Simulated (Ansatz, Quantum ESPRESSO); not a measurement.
# Ga2Se2 on 1T-SnSe2, AA stacking: the dipole at a withheld member of a series

Method. Quantum ESPRESSO 7.5, PBE, GBRV ultrasoft. Cell and atoms are relaxed without a field with a D3(BJ) correction and then held. Sawtooth field with dipole correction, 17 Å of vacuum in the starting cell, Fermi-Dirac smearing of 0.002 Ry; bands along a path at each field. The series steps the field along the normal.

```tsv
field along the normal	dipole (e Å)
0 V/Å	0.005
0.05 V/Å	0.048
0.1 V/Å	0.090
0.2 V/Å	0.176
0.3 V/Å	0.263
```

One more run was made and is withheld. What is the dipole at 0.4 V/Å?

By hand: The rows at 0.2 V/Å and 0.3 V/Å give a slope of (0.263 − (0.176))/(0.3 − (0.2)) = 0.87, so a straight line gives 0.350 e Å. A parabola through these and the row at 0.1 V/Å gives 0.351 e Å.

**Check.** 0.353 e Å. The line misses by −0.003 and the parabola by −0.002 e Å. Both misses are under 5 % of the step from the nearer row.

**Limits.** Ions are held; semilocal gaps are too small; in strong fields empty levels can belong to the vacuum; one stacking. The layers share one strained lattice. Members without a usable value, or on the other side of zero field or charge, are not listed.

[Logs are printed without paths, hosts, clocks, repeated set-up lines and the standing remarks that a program may print on its own settings, such as how far it seeks lower states.]
